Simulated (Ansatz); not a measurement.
# Rb on Fe(110): change of the work function, part 3 of 5

How does one ordered layer of Rb (longbridge site) change the work function of Fe(110), and what dipole does each adsorbate carry?

Ansatz 0.2.0; plane-wave DFT, PBE, Ansatz PAW.

So far, work function, upper face (eV): step 2 (the clean slab) 4.73; step 3 (17 atoms, coverage 0.25 ML, cell 2x2) 1.90.

## (5) The slab at 0.25 ML, atoms frozen

This step: plane-wave DFT, PBE, Ansatz PAW (Ansatz 0.2.0).

To see where the charge goes, the covered slab, the bare substrate and the adsorbate layer are each run at the same frozen positions and on the same grid.

input.yaml reads:

```yaml
crystal:
  lattice:
    - [4.058792924, -2.87, 0.0]
    - [4.058792924, 2.87, 0.0]
    - [0.0, 0.0, 27.4081724393]
  atoms:
    - { symbol: Fe, position: [0.0, 0.0, 0.3283692125], spin: 2.5 }
    - { symbol: Fe, position: [0.25, 0.25, 0.4024126923], spin: 2.5 }
    - { symbol: Fe, position: [0.0, 0.0, 0.475662509], spin: 2.5 }
    - { symbol: Fe, position: [0.2500248409, 0.2500248409, 0.5487171144], spin: 2.5 }
    - { symbol: Fe, position: [0.0, 0.5, 0.3283692125], spin: 2.5 }
    - { symbol: Fe, position: [0.25, 0.75, 0.4024126923], spin: 2.5 }
    - { symbol: Fe, position: [0.0, 0.5, 0.4759603593], spin: 2.5 }
    - { symbol: Fe, position: [0.2510307224, 0.7489692776, 0.5472723081], spin: 2.5 }
    - { symbol: Fe, position: [0.5, 0.0, 0.3283692125], spin: 2.5 }
    - { symbol: Fe, position: [0.75, 0.25, 0.4024126923], spin: 2.5 }
    - { symbol: Fe, position: [0.5, 0.0, 0.4759603593], spin: 2.5 }
    - { symbol: Fe, position: [0.7489692776, 0.2510307224, 0.5472723081], spin: 2.5 }
    - { symbol: Fe, position: [0.5, 0.5, 0.3283692125], spin: 2.5 }
    - { symbol: Fe, position: [0.75, 0.75, 0.4024126923], spin: 2.5 }
    - { symbol: Fe, position: [0.5, 0.5, 0.4755470547], spin: 2.5 }
    - { symbol: Fe, position: [0.7499751591, 0.7499751591, 0.5487171144], spin: 2.5 }
    - { symbol: Rb, position: [0.0, 0.0, 0.6592721983] }
magnetization:
  spin_polarized: true
kpoints:
  mp_grid: { grid: [7, 7, 1] }
hamiltonian:
  xc: pbe
scf:
  occupations: { method: fermi_dirac, width: 0.1 }
  convergence: { dr2_threshold: 1.0e-08 }
efield:
  axis: 3
  dipole_correction: true
  ramp_position: 0.97
  ramp_width: 0.06
output:
  write_potential: true
  write_density: true
  volumetric_format: npy
```

On the command line:

```
ansatz run input.yaml --threads 4 --pin off --max-ram 12288MiB --backend cpu --events-out ev --progress --plain --runs-dir out
```

Numbers of over 12 decimals in the logs are rounded to 6 here.

The log of the run:

```text
[...]
Crystal: 17 atoms, lattice volume = 638.541 Å³
Basis set: ecut = 420 eV, 12539 PW (Γ)
Bands: 183, of which v1, the nominal top of the filled ones, is band 133 counted from 1 (132 counted from 0)
Symmetry: 4 space group operations
k-points: 16 of 49
[...]
Starting moments: Σ|m| = 40 μB on 16 of 17 sites
[...]
SCF iter   1: F=—  HF=-74947.777696 eV  |F-HF|=—  |Δ(HF+E_count)|=         —  Δρ=4.08e-2 (↑1.93e-2 ↓4.08e-2)  dr2=4.44e1  dr2_m=3.06e0  M=38.968 μB ∫|m|=39.413 μB  β_m=1.00  ethr=3.10e-3  p=0.000 e·Å  D=7.00e-6 V/Å  ΔV_dip=-0.00 eV  dr2_dipole=8.67e-1  V_vac-E_F(+/−)=7.48/7.48 eV  ⟨swp⟩=9.7  Hψ=29831  notcnv=0  defer=315
[...]
SCF iter  24: F=-74949.114091 eV  HF=-74949.114091 eV  |F-HF|=2.62e-10  |Δ(HF+E_count)|=  2.47e-10  Δρ=1.78e-7 (↑1.78e-7 ↓1.36e-7)  dr2=6.74e-10  dr2_m=2.48e-11  M=39.889 μB ∫|m|=41.768 μB  ethr=3.77e-12  p=0.365 e·Å  D=1.03e-1 V/Å  ΔV_dip=-2.84 eV  dr2_dipole=8.11e-12  V_vac-E_F(+/−)=1.90/4.74 eV  ⟨swp⟩=16.4  Hψ=23881  notcnv=0
SCF 1 converged in 24 iterations: F = -74949.114091 eV  dr2 = 6.74e-10
[...]
SCF converged after 24 iterations
Magnetization: 39.8887 μB (152.4444 up, 112.5556 down)
Absolute magnetization: 41.7689 μB (∫|ρ↑−ρ↓|, with the PAW one-centre terms)
[...]
Per-site moments (μB) at R_I (Å): [(2.655885, 1.025266), (2.410855, 1.020694), (2.351577, 1.004368), (2.610743, 1.013423), (2.657556, 1.025266), (2.399902, 1.016891), (2.393969, 1.013423), (2.559670, 1.002543), (2.657556, 1.025266), (2.399902, 1.016891), (2.393969, 1.013423), (2.559670, 1.002543), (2.656764, 1.025266), (2.410855, 1.020694), (2.353570, 1.002543), (2.610743, 1.013423), (-0.010575, 1.398817)]
Free energy (F): -74949.114091 eV
[...]
Internal energy: -74948.497502 eV  (E = F + TS)
E sigma→0 (E₀):  -74948.805797 eV
Entropy (-TS):   -0.616589 eV (-36.270 meV/atom)
Fermi energy:    3.654975 eV
Dipole field:    D = 0.103449 V/Å  (p = 0.365052 e·Å, saw-weighted, corrected)
Work function:   Φ+ = 1.9022 eV   Φ− = 4.7376 eV
[...]
--- Band table (eV; the first three rows and the last of 32) ---
  k-point 0 ↑: bands = [... 129 lower, 2.5681, 2.5743, 2.5746, 2.5778, 2.5977, 2.6505, 2.6821, 2.8798, ... 46 higher]
  k-point 1 ↑: bands = [... 129 lower, 2.5606, 2.5652, 2.5784, 2.5821, 2.5951, 2.6299, 2.6883, 2.7037, ... 46 higher]
  k-point 2 ↑: bands = [... 129 lower, 2.5115, 2.5335, 2.5405, 2.5528, 2.5997, 2.6151, 2.6249, 2.6452, ... 46 higher]
  k-point 15 ↓: bands = [... 129 lower, 4.7274, 4.7628, 4.8776, 4.8780, 4.9069, 4.9196, 5.0066, 5.0914, ... 46 higher]
```

It took 6.6 min on 4 threads of Arm Neoverse V1, shared host; peak memory 4.9 GiB; 25 min of CPU time.

Numbers from this step:

| Quantity | Value |
| --- | --- |
| work function, upper face | 1.902 eV |
| dipole along the normal | 0.3651 e·Å |
| step between the vacuum levels | -2.835 eV |

The work function of the upper face is 1.90 eV.

## (6) The substrate of the 0.25 ML cell alone

System of this step: Rb/Fe(110), substrate alone, atoms held. The cell holds 16 atoms: 16 Fe. Its edges and angles: a = 4.971 Å, b = 4.971 Å, c = 27.408 Å, α = 90.0°, β = 90.0°, γ = 70.5°. Vacuum lies along c.

The second part, atoms unmoved.

input.yaml, the sections that differ from step 5:

```yaml
crystal:
  lattice:
    - [4.058792924, -2.87, 0.0]
    - [4.058792924, 2.87, 0.0]
    - [0.0, 0.0, 27.4081724393]
  atoms:
    - { symbol: Fe, position: [0.0, 0.0, 0.3283692125], spin: 2.66 }
    - { symbol: Fe, position: [0.25, 0.25, 0.4024126923], spin: 2.41 }
    - { symbol: Fe, position: [0.0, 0.0, 0.475662509], spin: 2.35 }
    - { symbol: Fe, position: [0.2500248409, 0.2500248409, 0.5487171144], spin: 2.61 }
    - { symbol: Fe, position: [0.0, 0.5, 0.3283692125], spin: 2.66 }
    - { symbol: Fe, position: [0.25, 0.75, 0.4024126923], spin: 2.4 }
    - { symbol: Fe, position: [0.0, 0.5, 0.4759603593], spin: 2.39 }
    - { symbol: Fe, position: [0.2510307224, 0.7489692776, 0.5472723081], spin: 2.56 }
    - { symbol: Fe, position: [0.5, 0.0, 0.3283692125], spin: 2.66 }
    - { symbol: Fe, position: [0.75, 0.25, 0.4024126923], spin: 2.4 }
    - { symbol: Fe, position: [0.5, 0.0, 0.4759603593], spin: 2.39 }
    - { symbol: Fe, position: [0.7489692776, 0.2510307224, 0.5472723081], spin: 2.56 }
    - { symbol: Fe, position: [0.5, 0.5, 0.3283692125], spin: 2.66 }
    - { symbol: Fe, position: [0.75, 0.75, 0.4024126923], spin: 2.41 }
    - { symbol: Fe, position: [0.5, 0.5, 0.4755470547], spin: 2.35 }
    - { symbol: Fe, position: [0.7499751591, 0.7499751591, 0.5487171144], spin: 2.61 }
# magnetization, kpoints, hamiltonian, scf, efield, output: as in step 5
```

The log of the run:

```text
[...]
Crystal: 16 atoms, lattice volume = 638.541 Å³
Basis set: ecut = 420 eV, 12539 PW (Γ)
Bands: 178, of which v1, the nominal top of the filled ones, is band 128 counted from 1 (127 counted from 0)
Symmetry: 4 space group operations
k-points: 16 of 49
[...]
Starting moments: Σ|m| = 40.08 μB on 16 of 16 sites
[...]
SCF iter   1: F=—  HF=-71677.943346 eV  |F-HF|=—  |Δ(HF+E_count)|=         —  Δρ=4.17e-2 (↑1.60e-2 ↓4.17e-2)  dr2=3.59e1  dr2_m=2.68e0  M=39.581 μB ∫|m|=39.968 μB  β_m=1.00  ethr=3.10e-3  p=0.000 e·Å  D=7.00e-6 V/Å  ΔV_dip=-0.00 eV  dr2_dipole=1.51e-2  V_vac-E_F(+/−)=7.50/7.50 eV  ⟨swp⟩=10.7  Hψ=30674  notcnv=0  defer=184
[...]
SCF iter  17: F=-71680.774256 eV  HF=-71680.774256 eV  |F-HF|=1.78e-9  |Δ(HF+E_count)|=   1.16e-9  Δρ=2.06e-7 (↑1.74e-7 ↓2.06e-7)  dr2=1.87e-9  dr2_m=4.25e-11  M=40.174 μB ∫|m|=41.837 μB  ethr=3.91e-12  p=0.002 e·Å  D=6.33e-4 V/Å  ΔV_dip=-0.02 eV  dr2_dipole=1.78e-10  V_vac-E_F(+/−)=4.73/4.75 eV  ⟨swp⟩=15.6  Hψ=20811  notcnv=0
SCF 1 converged in 17 iterations: F = -71680.774256 eV  dr2 = 1.87e-9
[...]
SCF converged after 17 iterations
Magnetization: 40.1745 μB (148.0872 up, 107.9128 down)
Absolute magnetization: 41.8383 μB (∫|ρ↑−ρ↓|, with the PAW one-centre terms)
[...]
Per-site moments (μB) at R_I (Å): [(2.655158, 1.025266), (2.406540, 1.020694), (2.352343, 1.004368), (2.636366, 1.013423), (2.656508, 1.025266), (2.395036, 1.016891), (2.392947, 1.013423), (2.602637, 1.002543), (2.656508, 1.025266), (2.395036, 1.016891), (2.392947, 1.013423), (2.602637, 1.002543), (2.655824, 1.025266), (2.406540, 1.020694), (2.346792, 1.002543), (2.636366, 1.013423)]
Free energy (F): -71680.774256 eV
[...]
Internal energy: -71680.155319 eV  (E = F + TS)
E sigma→0 (E₀):  -71680.464788 eV
Entropy (-TS):   -0.618937 eV (-38.684 meV/atom)
Fermi energy:    2.010113 eV
Dipole field:    D = 0.000623 V/Å  (p = 0.002197 e·Å, saw-weighted, corrected)
Work function:   Φ+ = 4.7336 eV   Φ− = 4.7507 eV
[...]
--- Band table (eV; the first three rows and the last of 32) ---
  k-point 0 ↑: bands = [... 124 lower, 0.9259, 0.9294, 0.9308, 0.9352, 0.9373, 0.9526, 1.0381, 1.2497, ... 46 higher]
  k-point 1 ↑: bands = [... 124 lower, 0.8711, 0.9278, 0.9363, 0.9398, 0.9406, 0.9526, 1.0065, 1.0635, ... 46 higher]
  k-point 2 ↑: bands = [... 124 lower, 0.8367, 0.8705, 0.8966, 0.8987, 0.9147, 0.9598, 0.9798, 0.9908, ... 46 higher]
  k-point 15 ↓: bands = [... 124 lower, 3.0907, 3.0986, 3.1334, 3.2415, 3.2461, 3.3137, 3.3361, 3.4428, ... 46 higher]
```

Run time: 5.1 min. Hardware: 4 threads; peak memory 4.8 GiB; 20 min of CPU time.

Numbers from this step:

```
energy at zero smearing   : -71680.4648 eV
total moment              : 40.17 μB
work function, upper face : 4.734 eV
dipole along the normal   : 0.002197 e·Å
```

Site moment by atom:

```tsv
atom	site moment (μB)
Fe1	2.66
Fe2	2.41
Fe3	2.35
Fe4	2.64
Fe5	2.66
Fe6	2.40
Fe7	2.39
Fe8	2.60
Fe9	2.66
Fe10	2.40
Fe11	2.39
Fe12	2.60
Fe13	2.66
Fe14	2.41
Fe15	2.35
Fe16	2.64
```

The work function of the upper face is 4.73 eV.

## (7) The adsorbate layer of the 0.25 ML cell alone

System of this step: Rb/Fe(110), adsorbate layer alone, atoms held. The cell holds 1 atom: 1 Rb. Its edges and angles: a = 4.971 Å, b = 4.971 Å, c = 27.408 Å, α = 90.0°, β = 90.0°, γ = 70.5°. Vacuum lies along c.

The third part; a free layer of atoms may carry a moment, so spin is on.

input.yaml, the sections that differ from step 6:

```yaml
crystal:
  lattice:
    - [4.058792924, -2.87, 0.0]
    - [4.058792924, 2.87, 0.0]
    - [0.0, 0.0, 27.4081724393]
  atoms:
    - { symbol: Rb, position: [0.0, 0.0, 0.6592721983], spin: 1.0 }
# magnetization, kpoints, hamiltonian, scf, efield, output: as in step 6
```

The log of the run:

```text
[...]
Crystal: 1 atoms, lattice volume = 638.541 Å³
Basis set: ecut = 420 eV, 12539 PW (Γ)
Bands: 9, of which v1, the nominal top of the filled ones, is band 5 counted from 1 (4 counted from 0)
Symmetry: 4 space group operations
k-points: 16 of 49
[...]
Starting moments: Σ|m| = 1 μB on 1 of 1 site
[...]
SCF iter   1: F=—  HF=-3266.962643 eV  |F-HF|=—  |Δ(HF+E_count)|=         —  Δρ=6.79e-3 (↑6.79e-3 ↓6.09e-3)  dr2=3.68e-2  dr2_m=2.42e-1  M=0.072 μB ∫|m|=0.081 μB  β_m=0.30  ethr=3.39e-4  p=-0.000 e·Å  D=-5.75e-9 V/Å  ΔV_dip=0.00 eV  dr2_dipole=2.08e-11  V_vac-E_F(+/−)=2.53/2.53 eV  ⟨swp⟩=1.1  Hψ=3346  notcnv=0
[...]
eigensolver tolerance schedule calibrated: the retry pair's looser diagonalisation under-reported the residual by θ = 0.17 (0.18/decade); ethr = c·dr2/N_el runs at the constant in force after the calibration composes with the one it found (an armed cap, an earlier calibration), c = 3.2e-2
[...]
SCF iter   2: F=—  HF=-3267.046133 eV  |F-HF|=—  |Δ(HF+E_count)|=   8.35e-2  Δρ=4.77e-3 (↑4.77e-3 ↓4.39e-3)  dr2=2.24e-2  dr2_m=1.22e-1  M=0.056 μB ∫|m|=0.062 μB  β_m=0.30  ethr=1.31e-4  p=0.000 e·Å  D=1.40e-6 V/Å  ΔV_dip=-0.00 eV  dr2_dipole=1.42e-10  V_vac-E_F(+/−)=2.50/2.50 eV  ⟨swp⟩=2.0  Hψ=366  notcnv=0  κ⁻¹=1.0e0(r=1)
[...]
SCF iter   8: F=—  HF=-3267.132232 eV  |F-HF|=—  |Δ(HF+E_count)|=   1.37e-3  Δρ=5.90e-4 (↑5.88e-4 ↓5.90e-4)  dr2=1.32e-7  dr2_m=2.03e-3  M=0.014 μB ∫|m|=0.015 μB  β_m=0.35  ethr=5.30e-9  p=0.000 e·Å  D=2.86e-6 V/Å  ΔV_dip=-0.00 eV  dr2_dipole=1.14e-11  V_vac-E_F(+/−)=2.30/2.30 eV  ⟨swp⟩=3.6  Hψ=598  notcnv=0
[...]
spin-set hold released at iteration 8 (site moments contracting): the magnetisation degrees of freedom join the quasi-Newton model from the next iteration; the mixer history was flushed
SCF iter   9: F=—  HF=-3267.133019 eV  |F-HF|=—  |Δ(HF+E_count)|=   7.87e-4  Δρ=3.95e-4 (↑3.94e-4 ↓3.95e-4)  dr2=7.08e-8  dr2_m=9.11e-4  M=0.011 μB ∫|m|=0.012 μB  β_m=0.62  ethr=4.69e-10  p=0.000 e·Å  D=2.69e-6 V/Å  ΔV_dip=-0.00 eV  dr2_dipole=2.98e-12  V_vac-E_F(+/−)=2.30/2.30 eV  ⟨swp⟩=3.0  Hψ=614  notcnv=0
[...]
SCF iter  14: F=-3267.133695 eV  HF=-3267.133695 eV  |F-HF|=6.55e-11  |Δ(HF+E_count)|=  8.50e-10  Δρ=2.44e-8 (↑2.44e-8 ↓2.38e-8)  dr2=8.96e-12  dr2_m=2.23e-12  M=0.000 μB ∫|m|=0.000 μB  ethr=1.00e-12  p=0.000 e·Å  D=2.49e-6 V/Å  ΔV_dip=-0.00 eV  dr2_dipole=5.74e-13  V_vac-E_F(+/−)=2.30/2.30 eV  ⟨swp⟩=3.2  Hψ=790  notcnv=0
SCF 1 converged in 14 iterations: F = -3267.133695 eV  dr2 = 8.96e-12
[...]
WARN: the starting moments were not kept: the SCF closed with an absolute magnetisation of 6.2e-6 μB, where they sum to 1 μB in size (1 site). That is at most 0.1 of that sum. Measured as dr2_m measures the in/out step, that magnetisation stands 1.3e-12 eV from none, at or under the dr2_threshold of 1.0e-8 eV: it is no larger than a step whose dr2_m would equal this threshold. The system may hold no moment; this SCF  [...]
[...]
SCF converged after 14 iterations
Magnetization: 0.0000 μB (4.5000 up, 4.5000 down)
Absolute magnetization: 0.0000 μB (∫|ρ↑−ρ↓|, with the PAW one-centre terms)
[...]
Per-site moments (μB) at R_I (Å): [(-5.276913507589157e-9, 2.050532)]
Free energy (F): -3267.133695 eV
[...]
Internal energy: -3267.102573 eV  (E = F + TS)
E sigma→0 (E₀):  -3267.118134 eV
Entropy (-TS):   -0.031122 eV (-31.122 meV/atom)
Fermi energy:    -1.641704 eV
Dipole field:    D = 0.000002 V/Å  (p = 0.000007 e·Å, saw-weighted, corrected)
Work function:   Φ+ = 2.3005 eV   Φ− = 2.3006 eV
[...]
--- Band table (eV; the first three rows and the last of 32) ---
[...]
```

The job ended after 11 s (4 threads; peak memory 0.85 GiB).

This step gave:

```
energy at zero smearing   : -3267.1181 eV
work function, upper face : 2.301 eV
dipole along the normal   : 6.78e-6 e·Å
```

At this spacing and smearing the free layer keeps no moment.

## (8) Density difference at 0.25 ML

This step: plane-wave DFT, PBE, Ansatz PAW; density difference on adsorption (Ansatz 0.2.0).

The densities of the parts are taken from that of the whole and averaged over planes; the first moment of what is left gives the step in the potential.

This step gave:

```yaml
largest_charge_moved: 0.009253 e/Å²
potential_step_from_the_moved_charge: -2.818 eV
```

Planar mean, whole system less its parts. Table of electron density difference by z:

```tsv
z (Å)	electron density difference (e/Å³)
5	-1.0e-6
6	-7.0e-6
7	-3.1e-5
8	7.1e-6
9	8.6e-5
10	-4.7e-5
11	-2.9e-6
12	2.9e-4
13	-2.0e-4
14	-4.1e-4
15	-4.3e-4
16	0.0108
17	0.00209
18	-0.00439
19	-0.00183
20	-0.00154
21	-1.5e-4
22	1.0e-4
23	6.3e-5
24	2.3e-5
25	7.2e-6
26	1.7e-6
27	2.7e-7
```

Planar mean, whole system less its parts. Electrons moved below z against z:

```tsv
z (Å)	electrons moved below z (e/Å²)
5	-5.0e-7
6	-4.2e-6
7	-2.3e-5
8	-5.0e-5
9	1.2e-5
10	7.0e-7
11	-7.8e-6
12	3.6e-5
13	-3.1e-5
14	-2.1e-4
15	-0.00136
16	7.6e-4
17	0.00925
18	0.00545
19	0.00236
20	4.5e-4
21	-1.9e-4
22	-1.4e-4
23	-5.5e-5
24	-1.7e-5
25	-4.5e-6
26	-1.0e-6
27	-2.3e-7
```

(Continued in part 4 of 5.)

[Logs are printed without paths, hosts, clocks, repeated set-up lines and the standing remarks that a program may print on its own settings, such as how far it seeks lower states.]

[Hosts, paths, dates, database ids (printed as entryN), source tags and the programs' standing remarks are cut or masked in the printed files.]

[Maps of the electrostatic potential energy from Ansatz leave out the sawtooth potential of an applied field or a dipole correction, so their vacuum need not be flat; planar profiles and work functions include it.]
